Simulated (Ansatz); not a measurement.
# Generalised stacking fault on (111) (shuffle set) of a GaAs-GaSb solid solution (48 atoms): support functions against a reference, part 2 of 3

Wanted: errors and times of a linear-scaling basis for generalised stacking fault on (111) (shuffle set) of a GaAs-GaSb solid solution (48 atoms). A setting counts as converged where the r.m.s. difference of forces stays under 1 % of the r.m.s. force.

Ansatz 0.2.0; Kohn-Sham DFT, PBE, PAW (set soft_2), plane waves.

The cell: 24 Ga, 10 Sb and 14 As. The host structure and its lattice constant were typed by rule, without a check against the phase diagram. No spin–orbit coupling is included.

So far. Step 3 (Support functions medium): Forces differ from the reference by 0.55 meV/Å r.m.s., 0.10 % of their size, well within a tolerance of 1 %; the energy by -1.5 meV/atom. It took 1.8 min and 13 cycles; the reference's time can't be set against it, since the two runs asked for unlike analyses. The two runs also began from different starting densities, which bears on cycles and time.

**5. Support functions high**

With localised support functions most steps grow linearly with size, though the diagonalisation grows faster unless the density matrix is cut; this run measures error and cost at this size. The level high gives here a grid of 48×48×108 points and a radius of 5.23 Å.

This step: Kohn-Sham DFT, PBE, PAW (set soft_2), localised support functions (high) (Ansatz 0.2.0).

input.yaml

```yaml
crystal:
  lattice:
    - [8.2665, 0.0, 0.0]
    - [0.0, 7.159, 0.0]
    - [1.03331, 0.0, 20.24871]
  atoms:
    [... the 48 atom lines of step 2 ...]
kpoints:
  mp_grid: { grid: [2, 2, 1] }
hamiltonian:
  xc: pbe
scf:
  occupations: { method: fermi_dirac, width: 0.025 }
  eigensolver: { kind: { support_functions: { accuracy: high } } }
  mixing: { beta: 0.4 }
  max_iter: 150
output:
  forces: true
```

Launch:

```bash
> ansatz run input.yaml --threads 4 --pin off --max-ram 8192MiB --backend cpu --events-out ev --progress --plain --runs-dir out
```

Numbers of over 12 decimals in the logs are rounded to 6 here.

The log of the run:

```text
[...]
Crystal: 48 atoms, lattice volume = 1198.316 Å³
Basis set: ecut = 420 eV, 23409 PW (Γ), exchange–correlation on 120×120×288 points (8 copies of the dense FFT grid, shifted against one another)
Bands: 404, of which v1, the nominal top of the filled ones, is band 336 counted from 1 (335 counted from 0)
Symmetry: 1 space group operations
k-points: 4
[...]
Eigensolver: Support functions (high, 48×48×108 points, laid for a spacing of at most 0.192795 Å, radius 5.226320 Å, 0 species' potentials softened for the grid, 3 wholly corrected for its errors in the mean over positions, 3 with the egg-box correction, energy correction by stochastic trace)
[...]
SCF iter   1: F=—  HF=-223613.998391 eV  |F-HF|=—  |Δ(HF+E_count)|=         —  Δρ=3.00e-2  dr2=7.79e0  ethr=1.00e-1
[...]
SCF iter  19: F=—  HF=-223630.395497 eV  |F-HF|=—  |Δ(HF+E_count)|=   6.35e-5  Δρ=6.67e-7  dr2=6.41e-9  ethr=1.12e-12  κ⁻¹=4.6e-6(r=7)
SCF iter  20: F=-223630.395558 eV  HF=-223630.395558 eV  |F-HF|=1.66e-9  |Δ(HF+E_count)|=   6.02e-5  Δρ=5.99e-7  dr2=3.07e-9  ethr=1.00e-12
SCF 1 converged in 20 iterations: F = -223630.398534 eV  dr2 = 3.07e-9
[...]
SCF converged after 20 iterations
[...]
Free energy (F): -223630.398534 eV
[...]
Internal energy: -223630.387215 eV  (E = F + TS)
E sigma→0 (E₀):  -223630.392874 eV
Entropy (-TS):   -0.011319 eV (-0.236 meV/atom)
Fermi energy:    8.199308 eV
[...]
Σ components = -223630.398534   (vs F -223630.398534, Δ=0.00e0)
--- Forces (eV/Å), atoms counted from 1 ---
  atom   1  Ga     1.16238242     0.48116427     0.57527399
  atom   2  Sb    -0.57585734     0.13347524    -1.19010620
  atom   3  Ga    -0.77603733     0.68190322     1.03139499
  atom   4  As    -0.10677665     0.04309428    -0.09631221
[...]
atom  48  Sb    -0.11014762     0.28262000     0.00645891
  max |Σ_I F_I| component: 4.04e-4 eV/Å
--- Band table (eV) ---
[...]
```

It took 7 min on 4 threads of Intel Xeon Platinum 8375C at 2.90GHz (Ice Lake), shared host; peak memory 5.7 GiB.

The program notes that the correction for the support functions is uncertain.

Keys that differ from the reference: support_functions.accuracy = "high", scf.max_iter = 150 and scf.mixing.beta = 0.4.

Forces differ from the reference by 0.12 meV/Å r.m.s., 0.023 % of their size, well within a tolerance of 1 %; the energy by -1.4 meV/atom. It took 7 min and 20 cycles; the reference's time can't be set against it, since the two runs asked for unlike analyses. The two runs also began from different starting densities, which bears on cycles and time.

**6. Support functions medium, spacing 0.411 Å**

The grid spacing sets how fine a wave the support functions can hold. The typed value is an upper bound: the grid laid has 24×18×54 points, 0.398 Å apart at most.

This step: Kohn-Sham DFT, PBE, PAW (set soft_2), localised support functions (medium) (Ansatz 0.2.0).

input.yaml, the sections that differ from step 5:

```yaml
scf:
  occupations: { method: fermi_dirac, width: 0.025 }
  eigensolver: { kind: { support_functions: { accuracy: medium, spacing: 0.411 } } }
  mixing: { beta: 0.4 }
  max_iter: 150
# crystal, kpoints, hamiltonian, output: as in step 5
```

The log of the run:

```text
[...]
Crystal: 48 atoms, lattice volume = 1198.316 Å³
Basis set: ecut = 420 eV, 23409 PW (Γ), exchange–correlation on 120×96×288 points (8 copies of the dense FFT grid, shifted against one another)
Bands: 404, of which v1, the nominal top of the filled ones, is band 336 counted from 1 (335 counted from 0)
Symmetry: 1 space group operations
k-points: 4
[...]
SCF iter   1: F=—  HF=-223482.582293 eV  |F-HF|=—  |Δ(HF+E_count)|=         —  Δρ=3.38e-2  dr2=1.04e1  ethr=1.00e-1
[...]
SCF iter  14: F=-223474.564997 eV  HF=-223474.564997 eV  |F-HF|=1.96e-7  |Δ(HF+E_count)|=   1.11e-7  Δρ=4.10e-6  dr2=1.44e-7  ethr=1.49e-10
SCF 1 converged in 14 iterations: F = -223474.591983 eV  dr2 = 1.44e-7
[...]
SCF converged after 14 iterations
[...]
Free energy (F): -223474.591983 eV
[...]
Internal energy: -223474.586819 eV  (E = F + TS)
E sigma→0 (E₀):  -223474.589401 eV
Entropy (-TS):   -0.005164 eV (-0.108 meV/atom)
Fermi energy:    8.024032 eV
[...]
--- Forces (eV/Å), atoms counted from 1 ---
  atom   1  Ga     1.31752908     0.54092042     0.81283542
  atom   2  Sb    -0.63529654     0.26577815    -1.33841030
  atom   3  Ga    -0.96532000     1.27197746     1.26655534
  atom   4  As     0.21183459     0.03044906     0.01658891
  atom   5  Ga    -0.31645773     0.46935795     1.14780053
  atom   6  As    -1.11001210     0.13187381    -0.06039448
  atom   7  Ga     0.94434032     0.16906213     0.61511647
  atom   8  As     0.21877147    -0.06229020     0.17502952
  atom   9  Ga     0.86280589    -0.06767226     1.72252532
  atom  10  As    -1.19207653     0.14852880    -0.15341731
  atom  11  Ga    -1.22880407    -0.90537901     0.92016091
  atom  12  As    -0.02692141    -0.37510163     0.06795039
  atom  13  Ga     0.24579070     0.12938759     0.15377143
  atom  14  As    -0.38260801     0.34862513     0.30915899
[...]
atom  47  Ga    -0.03283721    -0.05181162    -1.09987950
  atom  48  Sb    -0.01025510     0.70113919    -0.19629569
  max |Σ_I F_I| component: 4.88e0 eV/Å
--- Band table (eV) ---
[...]
```

Wall time 50 s (4 threads); peak memory 1.9 GiB; 3 min of CPU time.

The program notes that the forces don't sum to zero within tolerance and the grid leaves an egg-box force.

Forces differ from the reference by 205 meV/Å r.m.s., 37 % of their size, far over a tolerance of 1 %; the energy by +3245 meV/atom. The two runs also began from different starting densities, which bears on cycles and time. The setting is coarser than the default on purpose.

**7. Support functions medium, spacing 0.343 Å**

The grid spacing sets how fine a wave the support functions can hold. The typed value is an upper bound: the grid laid has 30×24×60 points, 0.338 Å apart at most.

input.yaml, the sections that differ from step 6:

```yaml
scf:
  occupations: { method: fermi_dirac, width: 0.025 }
  eigensolver: { kind: { support_functions: { accuracy: medium, spacing: 0.343 } } }
  mixing: { beta: 0.4 }
  max_iter: 150
# crystal, kpoints, hamiltonian, output: as in step 6
```

The log of the run:

```text
[...]
Crystal: 48 atoms, lattice volume = 1198.316 Å³
Basis set: ecut = 420 eV, 23409 PW (Γ), exchange–correlation on 120×96×288 points (8 copies of the dense FFT grid, shifted against one another)
Bands: 404, of which v1, the nominal top of the filled ones, is band 336 counted from 1 (335 counted from 0)
Symmetry: 1 space group operations
k-points: 4
[...]
SCF iter   1: F=—  HF=-223609.271088 eV  |F-HF|=—  |Δ(HF+E_count)|=         —  Δρ=2.91e-2  dr2=7.74e0  ethr=1.00e-1
[...]
SCF iter  13: F=-223628.225343 eV  HF=-223628.225343 eV  |F-HF|=3.30e-7  |Δ(HF+E_count)|=   9.56e-8  Δρ=4.01e-6  dr2=1.82e-7  ethr=1.67e-10
SCF 1 converged in 13 iterations: F = -223628.248259 eV  dr2 = 1.82e-7
[...]
SCF converged after 13 iterations
[...]
Free energy (F): -223628.248259 eV
[...]
Internal energy: -223628.236663 eV  (E = F + TS)
E sigma→0 (E₀):  -223628.242461 eV
Entropy (-TS):   -0.011596 eV (-0.242 meV/atom)
Fermi energy:    8.191490 eV
[...]
--- Forces (eV/Å), atoms counted from 1 ---
  atom   1  Ga     1.15748404     0.47547791     0.55815852
  atom   2  Sb    -0.56212587     0.13827118    -1.18404744
  atom   3  Ga    -0.76883820     0.66441575     1.01907575
  atom   4  As    -0.10891884     0.04487298    -0.13265520
  atom   5  Ga    -0.43882155     0.41856457     0.90004370
  atom   6  As    -0.84010089     0.02192641    -0.26611746
  atom   7  Ga     1.10372180    -0.53548105     0.33304740
  atom   8  As    -0.07401133    -0.03543246    -0.00216519
  atom   9  Ga     0.73722687    -0.10846604     1.43030529
  atom  10  As    -0.92230665     0.04657509    -0.31917868
  atom  11  Ga    -1.03685538    -0.86652024     0.69241172
  atom  12  As    -0.30285962    -0.19532142    -0.08217071
  atom  13  Ga     0.09035407     0.02422586    -0.06066120
  atom  14  As    -0.08214255     0.13560630     0.10359451
[...]
atom  47  Ga     0.13303802    -0.03111296    -1.25866859
  atom  48  Sb    -0.10084977     0.28299186    -0.02206022
  max |Σ_I F_I| component: 9.94e-1 eV/Å
--- Band table (eV) ---
[...]
```

The job ended after 59 s (4 threads; peak memory 2.2 GiB; 3.6 min of CPU time).

Forces differ from the reference by 15 meV/Å r.m.s., 2.7 % of their size, over a tolerance of 1 %; the energy by +43 meV/atom. The two runs also began from different starting densities, which bears on cycles and time. The setting is coarser than the default on purpose.

**8. Support functions medium, spacing 0.297 Å**

The grid spacing sets how fine a wave the support functions can hold. The typed value is an upper bound: the grid laid has 30×30×72 points, 0.282 Å apart at most.

input.yaml, the sections that differ from step 7:

```yaml
scf:
  occupations: { method: fermi_dirac, width: 0.025 }
  eigensolver: { kind: { support_functions: { accuracy: medium, spacing: 0.297 } } }
  mixing: { beta: 0.4 }
  max_iter: 150
# crystal, kpoints, hamiltonian, output: as in step 7
```

The log of the run:

```text
[...]
Crystal: 48 atoms, lattice volume = 1198.316 Å³
Basis set: ecut = 420 eV, 23409 PW (Γ), exchange–correlation on 120×96×288 points (8 copies of the dense FFT grid, shifted against one another)
Bands: 404, of which v1, the nominal top of the filled ones, is band 336 counted from 1 (335 counted from 0)
Symmetry: 1 space group operations
k-points: 4
[...]
SCF iter   1: F=—  HF=-223611.904449 eV  |F-HF|=—  |Δ(HF+E_count)|=         —  Δρ=3.02e-2  dr2=7.94e0  ethr=1.00e-1
[...]
SCF iter  13: F=-223630.497731 eV  HF=-223630.497731 eV  |F-HF|=2.23e-7  |Δ(HF+E_count)|=   3.11e-8  Δρ=3.92e-6  dr2=2.04e-7  ethr=1.73e-10
SCF 1 converged in 13 iterations: F = -223630.523016 eV  dr2 = 2.04e-7
[...]
SCF converged after 13 iterations
[...]
Free energy (F): -223630.523016 eV
[...]
Internal energy: -223630.511748 eV  (E = F + TS)
E sigma→0 (E₀):  -223630.517382 eV
Entropy (-TS):   -0.011268 eV (-0.235 meV/atom)
Fermi energy:    8.200204 eV
[...]
--- Forces (eV/Å), atoms counted from 1 ---
  atom   1  Ga     1.16409421     0.48075687     0.57074032
  atom   2  Sb    -0.56739216     0.13447082    -1.19263815
  atom   3  Ga    -0.77086481     0.68153554     1.02072533
  atom   4  As    -0.10874846     0.04377804    -0.09589515
  atom   5  Ga    -0.43475017     0.42447228     0.91070183
  atom   6  As    -0.84506373     0.02588613    -0.24875759
  atom   7  Ga     1.10406344    -0.51486419     0.32424725
  atom   8  As    -0.07354549    -0.03700486     0.03515707
  atom   9  Ga     0.74212633    -0.10315684     1.44089956
  atom  10  As    -0.92672430     0.05098151    -0.29817001
  atom  11  Ga    -1.03510832    -0.86158594     0.69239793
  atom  12  As    -0.30315186    -0.20190873    -0.04458709
  atom  13  Ga     0.09123965     0.03304573    -0.06708618
  atom  14  As    -0.08164034     0.14190606     0.14251146
[...]
atom  47  Ga     0.13363316    -0.02575925    -1.25023527
  atom  48  Sb    -0.10243356     0.28315095     0.00890639
  max |Σ_I F_I| component: 1.82e-1 eV/Å
--- Band table (eV) ---
[...]
```

Run time: 63 s. Hardware: 4 threads; peak memory 2.4 GiB.

Forces differ from the reference by 4.8 meV/Å r.m.s., 0.88 % of their size, within a tolerance of 1 %; the energy by -4.0 meV/atom. The two runs also began from different starting densities, which bears on cycles and time. The setting is coarser than the default on purpose.

**9. Support functions medium, spacing 0.263 Å**

The grid spacing sets how fine a wave the support functions can hold. The typed value is an upper bound: the grid laid has 36×30×90 points, 0.239 Å apart at most.

input.yaml, the sections that differ from step 8:

```yaml
scf:
  occupations: { method: fermi_dirac, width: 0.025 }
  eigensolver: { kind: { support_functions: { accuracy: medium, spacing: 0.263 } } }
  mixing: { beta: 0.4 }
  max_iter: 150
# crystal, kpoints, hamiltonian, output: as in step 8
```

The log of the run:

```text
[...]
Crystal: 48 atoms, lattice volume = 1198.316 Å³
Basis set: ecut = 420 eV, 23409 PW (Γ), exchange–correlation on 120×96×288 points (8 copies of the dense FFT grid, shifted against one another)
Bands: 404, of which v1, the nominal top of the filled ones, is band 336 counted from 1 (335 counted from 0)
Symmetry: 1 space group operations
k-points: 4
[...]
SCF iter   1: F=—  HF=-223612.339336 eV  |F-HF|=—  |Δ(HF+E_count)|=         —  Δρ=3.02e-2  dr2=7.94e0  ethr=1.00e-1
[...]
SCF iter  12: F=—  HF=-223630.388527 eV  |F-HF|=—  |Δ(HF+E_count)|=   1.30e-3  Δρ=1.30e-5  dr2=2.53e-6  ethr=1.25e-9  κ⁻¹=3.5e-7(r=7)
SCF iter  13: F=-223630.388528 eV  HF=-223630.388528 eV  |F-HF|=2.07e-7  |Δ(HF+E_count)|=   6.59e-7  Δρ=6.11e-6  dr2=6.69e-7  ethr=3.76e-10
SCF 1 converged in 13 iterations: F = -223630.415212 eV  dr2 = 6.69e-7
[...]
SCF converged after 13 iterations
[...]
Free energy (F): -223630.415212 eV
[...]
Internal energy: -223630.403957 eV  (E = F + TS)
E sigma→0 (E₀):  -223630.409585 eV
Entropy (-TS):   -0.011256 eV (-0.234 meV/atom)
Fermi energy:    8.199678 eV
[...]
Σ components = -223630.415212   (vs F -223630.415212, Δ=0.00e0)
--- Forces (eV/Å), atoms counted from 1 ---
  atom   1  Ga     1.16079838     0.48189091     0.57603822
  atom   2  Sb    -0.57556071     0.13290978    -1.18949272
  atom   3  Ga    -0.77616960     0.68230603     1.03195152
  atom   4  As    -0.10677315     0.04301637    -0.09671959
[...]
atom  48  Sb    -0.10956994     0.28123994     0.00572609
  max |Σ_I F_I| component: 1.12e-2 eV/Å
--- Band table (eV) ---
[...]
```

Elapsed: 89 s, on 4 threads; peak memory 2.8 GiB.

Keys that differ from the reference: support_functions.accuracy = "medium", support_functions.spacing = 0.263, scf.max_iter = 150 and scf.mixing.beta = 0.4.

Forces differ from the reference by 0.67 meV/Å r.m.s., 0.12 % of their size, well within a tolerance of 1 %; the energy by -1.8 meV/atom. It took 89 s and 13 cycles; the reference's time can't be set against it, since the two runs asked for unlike analyses. The two runs also began from different starting densities, which bears on cycles and time.

**10. Support functions medium, spacing 0.206 Å**

The grid spacing sets how fine a wave the support functions can hold. The typed value is an upper bound: the grid laid has 48×36×108 points, 0.199 Å apart at most.

input.yaml, the sections that differ from step 9:

```yaml
scf:
  occupations: { method: fermi_dirac, width: 0.025 }
  eigensolver: { kind: { support_functions: { accuracy: medium, spacing: 0.206 } } }
  mixing: { beta: 0.4 }
  max_iter: 150
# crystal, kpoints, hamiltonian, output: as in step 9
```

The log of the run:

```text
[...]
Crystal: 48 atoms, lattice volume = 1198.316 Å³
Basis set: ecut = 420 eV, 23409 PW (Γ), exchange–correlation on 120×96×288 points (8 copies of the dense FFT grid, shifted against one another)
Bands: 404, of which v1, the nominal top of the filled ones, is band 336 counted from 1 (335 counted from 0)
Symmetry: 1 space group operations
k-points: 4
[...]
SCF iter   1: F=—  HF=-223612.505737 eV  |F-HF|=—  |Δ(HF+E_count)|=         —  Δρ=3.02e-2  dr2=7.94e0  ethr=1.00e-1
[...]
SCF iter  12: F=—  HF=-223630.367808 eV  |F-HF|=—  |Δ(HF+E_count)|=   1.68e-3  Δρ=1.41e-5  dr2=2.13e-6  ethr=9.79e-10  κ⁻¹=4.7e-7(r=7)
SCF iter  13: F=-223630.367808 eV  HF=-223630.367808 eV  |F-HF|=1.47e-8  |Δ(HF+E_count)|=   3.91e-7  Δρ=6.03e-6  dr2=4.45e-7  ethr=3.16e-10
SCF 1 converged in 13 iterations: F = -223630.399240 eV  dr2 = 4.45e-7
[...]
SCF converged after 13 iterations
[...]
Free energy (F): -223630.399240 eV
[...]
Internal energy: -223630.388052 eV  (E = F + TS)
E sigma→0 (E₀):  -223630.393646 eV
Entropy (-TS):   -0.011189 eV (-0.233 meV/atom)
Fermi energy:    8.200137 eV
[...]
Σ components = -223630.399240   (vs F -223630.399240, Δ=0.00e0)
--- Forces (eV/Å), atoms counted from 1 ---
  atom   1  Ga     1.16139511     0.48137629     0.57615326
  atom   2  Sb    -0.57519551     0.13386787    -1.18970137
  atom   3  Ga    -0.77588543     0.68177420     1.03107249
  atom   4  As    -0.10632927     0.04355802    -0.09623073
[...]
atom  48  Sb    -0.11022429     0.28295165     0.00590270
  max |Σ_I F_I| component: 5.76e-3 eV/Å
--- Band table (eV) ---
[...]
```

Elapsed: 1.8 min, on 4 threads; peak memory 3.7 GiB; 6.7 min of CPU time.

Keys that differ from the reference: support_functions.accuracy = "medium", support_functions.spacing = 0.206, scf.max_iter = 150 and scf.mixing.beta = 0.4.

Forces differ from the reference by 0.49 meV/Å r.m.s., 0.090 % of their size, well within a tolerance of 1 %; the energy by -1.5 meV/atom. It took 1.8 min and 13 cycles; the reference's time can't be set against it, since the two runs asked for unlike analyses. The two runs also began from different starting densities, which bears on cycles and time.

**11. Support functions medium, spacing 0.183 Å**

The grid spacing sets how fine a wave the support functions can hold. The typed value is an upper bound: the grid laid has 48×48×120 points, 0.172 Å apart at most.

input.yaml, the sections that differ from step 10:

```yaml
scf:
  occupations: { method: fermi_dirac, width: 0.025 }
  eigensolver: { kind: { support_functions: { accuracy: medium, spacing: 0.183 } } }
  mixing: { beta: 0.4 }
  max_iter: 150
# crystal, kpoints, hamiltonian, output: as in step 10
```

The log of the run:

```text
[...]
Crystal: 48 atoms, lattice volume = 1198.316 Å³
Basis set: ecut = 420 eV, 23409 PW (Γ), exchange–correlation on 120×120×300 points (8 copies of the dense FFT grid, shifted against one another)
Bands: 404, of which v1, the nominal top of the filled ones, is band 336 counted from 1 (335 counted from 0)
Symmetry: 1 space group operations
k-points: 4
[...]
SCF iter   1: F=—  HF=-223612.546382 eV  |F-HF|=—  |Δ(HF+E_count)|=         —  Δρ=3.02e-2  dr2=7.94e0  ethr=1.00e-1
[...]
SCF iter  14: F=—  HF=-223630.372980 eV  |F-HF|=—  |Δ(HF+E_count)|=   8.57e-7  Δρ=7.41e-6  dr2=3.26e-7  ethr=1.38e-10  κ⁻¹=8.6e-6(r=7)
SCF iter  15: F=-223630.372980 eV  HF=-223630.372980 eV  |F-HF|=3.29e-8  |Δ(HF+E_count)|=   7.55e-7  Δρ=1.76e-6  dr2=3.62e-8  ethr=4.85e-11
SCF 1 converged in 15 iterations: F = -223630.398934 eV  dr2 = 3.62e-8
[...]
SCF converged after 15 iterations
[...]
Free energy (F): -223630.398934 eV
[...]
Internal energy: -223630.387690 eV  (E = F + TS)
E sigma→0 (E₀):  -223630.393312 eV
Entropy (-TS):   -0.011244 eV (-0.234 meV/atom)
Fermi energy:    8.199741 eV
[...]
Σ components = -223630.398934   (vs F -223630.398934, Δ=0.00e0)
--- Forces (eV/Å), atoms counted from 1 ---
  atom   1  Ga     1.16103141     0.48157235     0.57608289
  atom   2  Sb    -0.57616477     0.13310914    -1.18971855
  atom   3  Ga    -0.77605331     0.68139980     1.03145762
  atom   4  As    -0.10656713     0.04286517    -0.09692741
[...]
atom  48  Sb    -0.10989992     0.28235530     0.00463255
  max |Σ_I F_I| component: 6.51e-3 eV/Å
--- Band table (eV) ---
[...]
```

It took 2.9 min on 4 threads; peak memory 4.4 GiB.

Keys that differ from the reference: support_functions.accuracy = "medium", support_functions.spacing = 0.183, scf.max_iter = 150 and scf.mixing.beta = 0.4.

Forces differ from the reference by 0.56 meV/Å r.m.s., 0.10 % of their size, well within a tolerance of 1 %; the energy by -1.5 meV/atom. It took 2.9 min and 15 cycles; the reference's time can't be set against it, since the two runs asked for unlike analyses. The two runs also began from different starting densities, which bears on cycles and time.

(Continued in part 3 of 3.)

[Logs are printed without paths, hosts, clocks, repeated set-up lines and the standing remarks that a program may print on its own settings, such as how far it seeks lower states.]

[Hosts, paths, dates, database ids (printed as entryN), source tags and the programs' standing remarks are cut or masked in the printed files.]
